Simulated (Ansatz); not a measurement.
Planning a run of Ansatz 0.2.0 on CsPbBr3 (Pm-3m). The input:

```yaml
crystal:
  lattice:
    - [5.94863082, 0.0, 0.0]
    - [0.0, 5.94863082, 0.0]
    - [0.0, 0.0, 5.94863082]
  atoms:
    - { symbol: Cs, position: [0.0, 0.0, 0.0] }
    - { symbol: Pb, position: [0.5, 0.5, 0.5] }
    - { symbol: Br, position: [0.5, 0.5, 0.0] }
    - { symbol: Br, position: [0.5, 0.0, 0.5] }
    - { symbol: Br, position: [0.0, 0.5, 0.5] }
kpoints:
  mp_grid: { grid: [4, 4, 4] }
  band_path:
    path: [[0.0, 0.0, 0.0], [0.0, 0.5, 0.0], [0.5, 0.5, 0.0], [0.5, 0.5, 0.5]]
    npoints: 1
hamiltonian:
  xc: hse06
  pseudopotentials: { kind: paw_fr, azcp: { folder: "./paw" } }
scf:
  occupations: { method: fixed }
  n_extra_bands: 10
magnetization:
  noncollinear: true
  spin_orbit: true
output:
  eigenvalues: true
  write_density: true
  write_potential: true
  elf: true
  volumetric_format: npy
```

```sh
ansatz run input.yaml --threads 4 --pin off --max-ram 138240MiB --backend cuda --events-out ev --progress --plain --runs-dir out --devices 1 --max-vram 26GiB
```

**Question.** Estimate wall time and host memory on 1 × NVIDIA H100 80GB HBM3 (shared by 3 runs) with 4 threads of AMD EPYC 7R13 (Zen 3), shared host.

It took 56 s; on shared hardware allow 28 s to 1.9 min. Peak host memory was 2.3 GiB. The sizes that set the cost: 4067 plane waves a state, 10 irreducible k points and 16 SCF cycles.

Exact exchange couples every pair of k points and filled bands, so it costs far more than a semilocal run.

[Paths, hosts, dates, memory and timing lines, banners, echoed tables and standing remarks are left out of the program output.]

[Logs are printed without paths, hosts, clocks, repeated set-up lines and the standing remarks that a program may print on its own settings, such as how far it seeks lower states.]

[Runs of the session that timed out or met a known fault of the program may be left out.]

[Cells called generated may have been cut or substituted from an entry of the Crystallography Open Database or the Materials Project.]

[Hosts, paths, dates, database ids (printed as entryN), source tags and the programs' standing remarks are cut or masked in the printed files.]
